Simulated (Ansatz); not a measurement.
**(GaAs)3(CdS)1 [001] superlattice, started as zinc blende: phonons and vibrational spectra**

How does (GaAs)3(CdS)1 [001] superlattice, started as zinc blende vibrate, and is this structure a minimum?

Program: Ansatz 0.2.0. Level of theory: DFT PBE, scalar-relativistic, plane waves, PAW. Results are calculated unless marked as measured.

The structure was built from a prototype and need not be the compound's stable phase.

### 1. Set-up

It takes space group Pmm2 (No. 25, orthorhombic). Conventional cell: a = 4.025 Å, b = 4.025 Å, c = 11.385 Å, α = 90.00°, β = 90.00°, γ = 90.00°. As has 4 Ga at 2.46 Å nearest. Nearest to As lie 4 Ga at 2.46 Å. As has 2 Ga at 2.46 Å and 2 Cd at 2.46 Å nearest. Nearest to Cd lie 2 S at 2.46 Å and 2 As at 2.46 Å. Ga has 2 As at 2.46 Å and 2 S at 2.46 Å nearest. Ga has 4 As at 2.46 Å nearest. Farther neighbours and most contacts between anions are not listed.

Structure file:

```cif
data_structure
_symmetry_space_group_name_H-M 'P 1'
_symmetry_Int_Tables_number 1
_cell_length_a 4.0252
_cell_length_b 4.0252
_cell_length_c 11.3850
_cell_angle_alpha 90.000
_cell_angle_beta 90.000
_cell_angle_gamma 90.000
_cell_volume 184.46
loop_
_atom_site_label
_atom_site_type_symbol
_atom_site_fract_x
_atom_site_fract_y
_atom_site_fract_z
_atom_site_occupancy
As1 As 0.50000 0.00000 0.12500 1
As2 As 0.00000 0.50000 0.37500 1
As3 As 0.50000 0.00000 0.62500 1
Cd4 Cd 0.50000 0.50000 0.75000 1
Ga5 Ga 0.00000 0.00000 0.00000 1
Ga6 Ga 0.50000 0.50000 0.25000 1
Ga7 Ga 0.00000 0.00000 0.50000 1
S8 S 0.00000 0.50000 0.87500 1
```

### 2. Coarse relaxation

A rough relaxation comes first, because large forces or stress need no tight tolerances yet.

File input.yaml:

```yaml
crystal:
  lattice:
    - [2.84625, 2.84625, 0.0]
    - [-2.84625, 2.84625, 0.0]
    - [0.0, 0.0, 11.385]
  atoms:
    - { symbol: As, position: [0.5, 1.0, 0.125] }
    - { symbol: As, position: [1.0, 0.5, 0.375] }
    - { symbol: As, position: [0.5, 1.0, 0.625] }
    - { symbol: Cd, position: [0.5, 0.5, 0.75] }
    - { symbol: Ga, position: [0.0, 0.0, 0.0] }
    - { symbol: Ga, position: [0.5, 0.5, 0.25] }
    - { symbol: Ga, position: [0.0, 0.0, 0.5] }
    - { symbol: S, position: [1.0, 0.5, 0.875] }
kpoints:
  mp_grid: { grid: [6, 6, 2] }
hamiltonian:
  xc: pbe
scf:
  occupations: { method: gaussian, width: 0.1 }
output:
  forces: true
  stress: true
  eigenvalues: true
relax:
  adjacent_minimum: "off"
  f_tol: 0.05
  max_steps: 80
  cell: { stress_tol: 0.5 }
```

The run is started by

```sh
> ansatz run input.yaml --threads 8 --pin off --max-ram 14336MiB --backend cpu --events-out ev --progress --plain --runs-dir out
```

Numbers of over 12 decimals in the logs are rounded to 6 here.

The program printed:

```text
The last accepted step is kept in <dir> (removed where the run ends without a failure and the disk answers)
Engine: ansatz 0.2.0, aarch64-unknown-linux-gnu
Pseudopotentials: kind: paw
Pseudopotential: As, paw, valence charge 15, recommended cutoff 420 eV (normal), As.paw.azcp
Pseudopotential: Cd, paw, valence charge 20, recommended cutoff 420 eV (normal), Cd.paw.azcp
[...]
- [0, 0, 11.689428]
  atoms:
    - { symbol: As, position: [0.500000, 1.000000, 0.125589] }
    - { symbol: As, position: [1.0, 0.5, 0.369658] }
    - { symbol: As, position: [0.500000, 1.000000, 0.612536] }
    - { symbol: Cd, position: [0.500000, 0.500000, 0.747807] }
    - { symbol: Ga, position: [0, 0, 0.00705082] }
    - { symbol: Ga, position: [0.500000, 0.500000, 0.249419] }
    - { symbol: Ga, position: [0, 0, 0.494096] }
    - { symbol: S, position: [1.0, 0.5, 0.893844] }
[key lines of the parts left out:]
SCF converged after 6 iterations
Free energy (F): -35076.891612 eV
Fermi energy:    7.884114 eV
P = ⅓ Tr σ = -0.0196 GPa (-0.196 kbar)
```

The job ended after 25 s (8 threads of Arm Neoverse V2, shared host; peak memory 0.99 GiB; 3.1 min of CPU time).

Step by step:

```csv
step,energy less that of the first step (eV),largest force component (eV/Å),pressure (GPa),volume (Å³)
1,0.0000,1.6751,4.12,184.46
2,-0.3714,0.2732,0.38,194.26
3,-0.3844,0.1172,0.00,195.65
4,-0.3859,0.0275,-0.02,195.79
5*,-0.3883,0.0275,-0.02,195.79
```

Relaxation steps marked * repeat the geometry before them on a plane-wave basis chosen anew for their cell, so energy and pressure can jump there.

Forces are held to the 4 operations that the run works with; a distortion that breaks them can't arise in this run.

```csv
"conventional cell, symmetrised",before,after,change
a (Å),4.025,4.078,+1.3 %
b (Å),4.025,4.108,+2.0 %
c (Å),11.385,11.689,+2.7 %
volume (Å³/atom),23.06,24.47,+6.1 %
```

The atoms that moved most (Å, as changes of fractional coordinates times the final cell):

```csv
atom,dx,dy,dz,length
S8,0.000,0.000,0.220,0.220
As3,0.000,0.000,-0.146,0.146
Ga5,0.000,0.000,0.082,0.082
Ga7,0.000,0.000,-0.069,0.069
As2,0.000,0.000,-0.062,0.062
Cd4,0.000,0.000,-0.026,0.026
As1,0.000,0.000,0.007,0.007
Ga6,0.000,0.000,-0.007,0.007
```

Numbers from this step:

```
pressure          : -0.01956 GPa
volume per atom   : 24.47 Å³
gap on the k-mesh : 0 eV
```

In this step the volume went from 23.06 to 24.47 Å³/atom.

### 3. Relaxation

Harmonic phonons are second derivatives at a point where the forces vanish, and they are wanted at zero stress, so atoms and cell are relaxed first.

File input.yaml:

```yaml
crystal:
  lattice:
    - [2.8833226001, 2.8833226001, 0.0]
    - [-2.9045654266, 2.9045654266, 0.0]
    - [0.0, 0.0, 11.6894283682]
  atoms:
    - { symbol: As, position: [0.5, 1.0, 0.1255892639] }
    - { symbol: As, position: [1.0, 0.5, 0.3696584728] }
    - { symbol: As, position: [0.5, 1.0, 0.6125363382] }
    - { symbol: Cd, position: [0.5, 0.5, 0.7478066747] }
    - { symbol: Ga, position: [0.0, 0.0, 0.0070508204] }
    - { symbol: Ga, position: [0.5, 0.5, 0.2494192672] }
    - { symbol: Ga, position: [0.0, 0.0, 0.4940956158] }
    - { symbol: S, position: [1.0, 0.5, 0.8938435469] }
kpoints:
  mp_grid: { grid: [10, 10, 4] }
hamiltonian:
  xc: pbe
scf:
  occupations: { method: gaussian, width: 0.1 }
output:
  forces: true
  stress: true
  eigenvalues: true
  write_density: true
  write_potential: true
  elf: true
  volumetric_format: npy
relax:
  adjacent_minimum: "off"
  f_tol: 0.005
  max_steps: 80
  cell: { stress_tol: 0.05 }
```

The program printed:

```text
[...]
Crystal: 8 atoms, lattice volume = 195.793 Å³
Basis set: ecut = 420 eV, 3831 PW (Γ), exchange–correlation on 60×60×160 points (8 copies of the dense FFT grid, shifted against one another)
Bands: 66, of which v1, the nominal top of the filled ones, is band 55 counted from 1 (54 counted from 0)
Symmetry: 4 space group operations
[...]
k-points: 108 of 400 (time reversal used)
[...]
SCF iter   1: F=—  HF=-35076.910387 eV  |F-HF|=—  |Δ(HF+E_count)|=         —  Δρ=2.23e-3  dr2=4.92e-2  ethr=1.77e-3  ⟨swp⟩=6.0  Hψ=24275  notcnv=0  defer=13
[...]
SCF iter   8: F=-35076.904429 eV  HF=-35076.904429 eV  |F-HF|=2.16e-8  |Δ(HF+E_count)|=   9.44e-8  Δρ=2.69e-6  dr2=1.28e-8  ethr=9.09e-11  ⟨swp⟩=12.4  Hψ=46707  notcnv=0
SCF 1 converged in 8 iterations: F = -35076.904429 eV  dr2 = 1.28e-8
[...]
relax step   1: F+E_penalty+E_count = -35076.90442881 eV  Δ(F+E_penalty+E_count) = +0.000e0 eV  max|allowed force component| = 4.437e-2 eV/Å  Δτ_max = 0.0000 Å  P = -0.057 GPa  Ω = 195.793 Å³  (8 SCF iters, dr2 threshold 1.00e-7 eV, accepted)
Crystal: 8 atoms, lattice volume = 195.640 Å³
[...]
SCF iter   5: F=-35076.904819 eV  HF=-35076.904819 eV  |F-HF|=1.72e-8  |Δ(HF+E_count)|=   1.58e-7  Δρ=3.36e-6  dr2=3.75e-8  ethr=1.12e-10  ⟨swp⟩=5.9  Hψ=44907  notcnv=0
SCF 2 converged in 5 iterations: F = -35076.904819 eV  dr2 = 3.75e-8
relax step   2: F+E_penalty+E_count = -35076.90481925 eV  Δ(F+E_penalty+E_count) = -3.904e-4 eV  max|allowed force component| = 1.181e-2 eV/Å  Δτ_max = 0.0048 Å  P = -0.012 GPa  Ω = 195.640 Å³  energy of the carried Pulay correction = +3.153e-5 eV  (5 SCF iters, dr2 threshold 1.23e-7 eV, accepted)
Crystal: 8 atoms, lattice volume = 195.621 Å³
[...]
SCF iter   5: F=-35076.904846 eV  HF=-35076.904846 eV  |F-HF|=4.93e-9  |Δ(HF+E_count)|=   1.43e-8  Δρ=9.30e-7  dr2=5.37e-9  ethr=7.93e-12  ⟨swp⟩=5.0  Hψ=40459  notcnv=0
SCF 3 converged in 5 iterations: F = -35076.904846 eV  dr2 = 5.37e-9
relax step   3: F+E_penalty+E_count = -35076.90484595 eV  Δ(F+E_penalty+E_count) = -2.671e-5 eV  max|allowed force component| = 1.426e-3 eV/Å  Δτ_max = 0.0014 Å  P = -0.004 GPa  Ω = 195.621 Å³  energy of the carried Pulay correction = +3.561e-5 eV  (5 SCF iters, dr2 threshold 8.72e-9 eV, accepted)
[...]
SCF iter   1: F=—  HF=-35076.904628 eV  |F-HF|=—  |Δ(HF+E_count)|=         —  Δρ=4.84e-5  dr2=1.05e-7  ethr=1.74e-7  ⟨swp⟩=3.0  Hψ=40341  notcnv=0
eigensolver tolerance schedule: the retry pair's looser diagonalisation over-reported the residual by 1822.82 of it (diagonalisation noise at 0.11 of the residual, at the tolerance the schedule requests for it); recorded, not acted on — ethr = c·dr2/N_el stays at c = 1.0e-1
SCF iter   2: F=—  HF=-35076.904812 eV  |F-HF|=—  |Δ(HF+E_count)|=   1.84e-4  Δρ=2.29e-6  dr2=3.25e-8  ethr=9.57e-11  ⟨swp⟩=2.1  Hψ=13092  notcnv=0
[...]
SCF iter   5: F=-35076.904812 eV  HF=-35076.904812 eV  |F-HF|=1.16e-10  |Δ(HF+E_count)|=   1.16e-9  Δρ=1.06e-7  dr2=5.49e-11  ethr=1.00e-12  ⟨swp⟩=4.8  Hψ=35893  notcnv=0
SCF 4 converged in 5 iterations: F = -35076.904812 eV  dr2 = 5.49e-11
relax step   4: F+E_penalty+E_count = -35076.90481185 eV  Δ(F+E_penalty+E_count) = +3.410e-5 eV  max|allowed force component| = 1.428e-3 eV/Å  Δτ_max = 0.0000 Å  P = -0.004 GPa  Ω = 195.621 Å³  stress off target by 6.00e-3 GPa  SCF on the basis re-selected at this cell (its energy is not comparable with the rows above)  (5 SCF iters)
basis re-selected at this cell: Δ(F+E_penalty+E_count) = +3.410e-5 eV, ΔP = +0.000 GPa vs the last step (what re-selecting the basis moved, of the pressure what is left beyond the Pulay correction that the steps carried, after the strain that the cell walked since its last selection, with what the two solves' SCF thresholds leave and, on support functions, any second-order correction that the steps lacked; it is no m [...]
SCF converged after 5 iterations
Free energy (F): -35076.904812 eV
[...]
Internal energy: -35076.899440 eV  (E = F + TS)
E sigma→0 (E₀):  -35076.902126 eV
Entropy (-TS):   -0.005372 eV (-0.671 meV/atom)
Fermi energy:    7.900438 eV
[...]
--- Forces (eV/Å), atoms counted from 1 ---
  atom   1  As    -0.00000000     0.00000000    -0.00131018
  atom   2  As    -0.00000000     0.00000000    -0.00096808
  atom   3  As    -0.00000000     0.00000000     0.00060158
  atom   4  Cd     0.00000000    -0.00000000     0.00070883
  atom   5  Ga     0.00000000    -0.00000000     0.00055398
  atom   6  Ga     0.00000000    -0.00000000     0.00142830
  atom   7  Ga     0.00000000    -0.00000000     0.00034530
  atom   8  S     -0.00000000     0.00000000    -0.00135936
  max |Σ_I F_I| component: 3.79e-7 eV/Å
--- Stress (GPa, compression-positive) ---
       -0.003594      -0.002403       0.000000
       -0.002403      -0.003594      -0.000000
        0.000000      -0.000000      -0.004641
  P = ⅓ Tr σ = -0.0039 GPa (-0.039 kbar)
--- Band table (eV; the first three rows and the last of 108) ---
  k-point 0: bands = [... 51 lower, 6.2404, 6.7939, 7.1529, 7.3493, 7.8534, 8.8716, 8.9871, 9.6235, ... 7 higher]
  k-point 1: bands = [... 51 lower, 6.1793, 6.3101, 7.0527, 7.7850, 7.9412, 8.8881, 8.9710, 9.5786, ... 7 higher]
  k-point 2: bands = [... 51 lower, 6.3730, 6.3810, 6.9151, 7.7137, 8.3444, 8.9131, 8.9915, 9.4271, ... 7 higher]
  k-point 107: bands = [... 51 lower, 4.6799, 4.8233, 4.9429, 5.3842, 9.6446, 9.7324, 10.0097, 10.1859, ... 7 higher]
--- Relaxed structure (3 steps of the walk, 3 accepted, 1 SCFs on fresh bases) ---
[...]
cell:  # Å, volume = 195.6205 Å³
    - [2.878976, 2.878976, 0.0]
    - [-2.907198, 2.907198, 0.0]
    - [0.0, 0.0, 11.686157]
  atoms:
    - { symbol: As, position: [0.5, 1.0, 0.125452] }
    - { symbol: As, position: [1.0, 0.5, 0.369792] }
    - { symbol: As, position: [0.5, 1.0, 0.612680] }
    - { symbol: Cd, position: [0.5, 0.5, 0.747494] }
    - { symbol: Ga, position: [0, 0, 0.00675705] }
    - { symbol: Ga, position: [0.5, 0.5, 0.249272] }
    - { symbol: Ga, position: [0, 0, 0.494406] }
    - { symbol: S, position: [1.0, 0.5, 0.894146] }
```

It took 69 s on 8 threads; peak memory 1.5 GiB.

The steps of the relaxation:

```csv
step,energy less that of the first step (eV),largest force component (eV/Å),pressure (GPa),volume (Å³)
1,0.0000,0.0444,-0.06,195.79
2,-0.0004,0.0118,-0.01,195.64
3,-0.0004,0.0014,0.00,195.62
4*,-0.0004,0.0014,0.00,195.62
```

Relaxation steps marked * repeat the geometry before them on a plane-wave basis chosen anew for their cell, so energy and pressure can jump there.

The run keeps the 4 symmetry operations that it works with, so distortions that break them were not tested.

```csv
"conventional cell, symmetrised",before,after,change
a (Å),4.078,4.071,-0.2 %
b (Å),4.108,4.111,+0.1 %
c (Å),11.689,11.686,-0.0 %
volume (Å³/atom),24.47,24.45,-0.1 %
```

The relaxed structure:

```cif
data_structure
_symmetry_space_group_name_H-M 'P 1'
_symmetry_Int_Tables_number 1
_cell_length_a 4.0715
_cell_length_b 4.1114
_cell_length_c 11.6862
_cell_angle_alpha 90.000
_cell_angle_beta 90.000
_cell_angle_gamma 90.000
_cell_volume 195.62
loop_
_atom_site_label
_atom_site_type_symbol
_atom_site_fract_x
_atom_site_fract_y
_atom_site_fract_z
_atom_site_occupancy
As1 As 0.50000 0.00000 0.12545 1
As2 As 0.00000 0.50000 0.36979 1
As3 As 0.50000 0.00000 0.61268 1
Cd4 Cd 0.50000 0.50000 0.74749 1
Ga5 Ga 0.00000 0.00000 0.00676 1
Ga6 Ga 0.50000 0.50000 0.24927 1
Ga7 Ga 0.00000 0.00000 0.49441 1
S8 S 0.00000 0.50000 0.89415 1
```

Numbers from this step:

- pressure: -0.003943 GPa
- volume per atom: 24.45 Å³

ELF in the ac plane at fractional y = 0.500, with atoms of As and Cd and Ga and S within 0.2 Å of it. It is the smooth field of the valence electrons, not physical close to the nuclei.

Ten even steps from '_' (0.01) to '@' (0.88), each cell a mean:
```
@@%%%%**--..______::++##%%@@
++##@@@@##--____..==%%@@%%**
__==@@@@##--..__..++@@@@%%--
##@@@@%%==........::**@@@@%%
%%%%**--::--==++==::..--##%%
--::....--++%%@@##++::..::--
____..::--++##%%**==--....__
____....::----==--::::..____
______....::::::::......____
__________..........________
____________________________
--::..________________..::::
****++--..__________::==****
********==::____..::++******
::--**##**==::..--++**##++::
::--**%%##++----==**%%##++--
**##%%%%++--::..::--**%%##**
******++--..__..__::--**##**
::------::::____..::::------
____..::::::::::::::::::..__
________..::::::::::..______
____________......__________
..__________________________
++++--..____________..::==++
```
Columns run along a (4.1 Å), rows up along c (11.7 Å). Atoms in or near the plane, at fractional coordinates: As at (0.00, 0.37), Cd at (0.50, 0.75), Ga at (0.50, 0.25), S at (0.00, 0.89).

Valence density in the ac plane at fractional y = 0.500, with atoms of As and Cd and Ga and S within 0.2 Å of it. It is the smooth field of the valence electrons, not physical close to the nuclei.

Ten steps, logarithmic in the rise over the least value, from '_' (0 e/Å³) to '@' (29 e/Å³), each cell a mean:
```
::::....______________..::::
::--::::..__________..::----
..::--::..__________..::--::
----::::..............::----
::......::==++**++--........
______..==**%%@@%%**::..____
______..--**%%%%##++::..____
________..::====--::..______
____________......__________
____________________________
____________________________
____________________________
....____________________....
====::..______________..--==
@@##==::..__________..::++%%
%%##==::..............::++%%
==--::::::::====--::::::::--
........::==@@@@##==::......
______..::==##%%**--..______
________....::::::..________
____________________________
____________________________
____________________________
____________________________
```
Columns run along a (4.1 Å), rows up along c (11.7 Å). Atoms in or near the plane, at fractional coordinates: As at (0.00, 0.37), Cd at (0.50, 0.75), Ga at (0.50, 0.25), S at (0.00, 0.89).

Electrostatic potential energy in the ac plane at fractional y = 0.500, with atoms of As and Cd and Ga and S within 0.2 Å of it. With pseudopotentials it is smooth inside the atoms' cores, unlike the true potential.

Ten even steps from '0' (-24 eV) to '9' (12 eV), each cell a mean:
```
56899999999875
00379999998610
00168999998400
01478877788731
77886422247887
99873100025899
99974200125899
99987543468999
99999988899999
99999999999999
99999999999999
99999999999999
88899999999988
54579999998744
99458999997469
98458877787458
44676432357754
88874222225888
99985222236899
99987644568999
99999988899999
99999999999999
99999999999999
99999999999999
```
Columns run along a (4.1 Å; values clipped at the 3rd and 97th percentile), rows up along c (11.7 Å). Atoms in or near the plane, at fractional coordinates: As at (0.00, 0.37), Cd at (0.50, 0.75), Ga at (0.50, 0.25), S at (0.00, 0.89).

In this step the volume went from 24.47 to 24.45 Å³/atom.

### 4. Tight relaxation

Phonons need a cell at rest on their own settings, so the relaxation is repeated with tight tolerances on forces and stress, using the mesh and the filling of the phonon run that follows.

File input.yaml:

```yaml
crystal:
  lattice:
    - [2.8789757852, 2.8789757852, 0.0]
    - [-2.9071984495, 2.9071984495, 0.0]
    - [0.0, 0.0, 11.6861572907]
  atoms:
    - { symbol: As, position: [0.5, 1.0, 0.1254523829] }
    - { symbol: As, position: [1.0, 0.5, 0.369792103] }
    - { symbol: As, position: [0.5, 1.0, 0.6126804405] }
    - { symbol: Cd, position: [0.5, 0.5, 0.7474937352] }
    - { symbol: Ga, position: [0.0, 0.0, 0.0067570515] }
    - { symbol: Ga, position: [0.5, 0.5, 0.2492720524] }
    - { symbol: Ga, position: [0.0, 0.0, 0.4944061899] }
    - { symbol: S, position: [1.0, 0.5, 0.8941460446] }
kpoints:
  mp_grid: { grid: [12, 12, 4] }
hamiltonian:
  xc: pbe
scf:
  occupations: { method: methfessel_paxton, width: 0.2 }
output:
  forces: true
  stress: true
  eigenvalues: true
relax:
  adjacent_minimum: "off"
  f_tol: 0.001
  max_steps: 60
  cell: { stress_tol: 0.01 }
```

The program printed:

```text
[...]
Crystal: 8 atoms, lattice volume = 195.621 Å³
Basis set: ecut = 420 eV, 3831 PW (Γ), exchange–correlation on 60×60×160 points (8 copies of the dense FFT grid, shifted against one another)
Bands: 66, of which v1, the nominal top of the filled ones, is band 55 counted from 1 (54 counted from 0)
Symmetry: 4 space group operations
[...]
- [0, 0, 11.686307]
  atoms:
    - { symbol: As, position: [0.500000, 1.000000, 0.125437] }
    - { symbol: As, position: [1.000000, 0.500000, 0.369796] }
    - { symbol: As, position: [0.500000, 1.000000, 0.612679] }
    - { symbol: Cd, position: [0.500000, 0.500000, 0.747450] }
    - { symbol: Ga, position: [0, 0, 0.00677617] }
    - { symbol: Ga, position: [0.500000, 0.500000, 0.249300] }
    - { symbol: Ga, position: [0, 0, 0.494440] }
    - { symbol: S, position: [1.000000, 0.500000, 0.894120] }
[key lines of the parts left out:]
SCF converged after 7 iterations
Free energy (F): -35076.904213 eV
Fermi energy:    7.910985 eV
P = ⅓ Tr σ = 0.0002 GPa (0.002 kbar)
```

The job ended after 90 s (8 threads; peak memory 1.8 GiB; 12 min of CPU time).

Little changed from the start: no atom moved by 0.005 Å and no cell edge by 0.1 %.

Numbers from this step:

- pressure: 2.44e-4 GPa

The largest force component left is 0.26 meV/Å and the pressure is 0.000 GPa, within the tolerances set. The cell now holds 24.45 Å³/atom.

[end of part 1 of 2]

[Logs are printed without paths, hosts, clocks, repeated set-up lines and the standing remarks that a program may print on its own settings, such as how far it seeks lower states.]

[Hosts, paths, dates, database ids (printed as entryN), source tags and the programs' standing remarks are cut or masked in the printed files.]
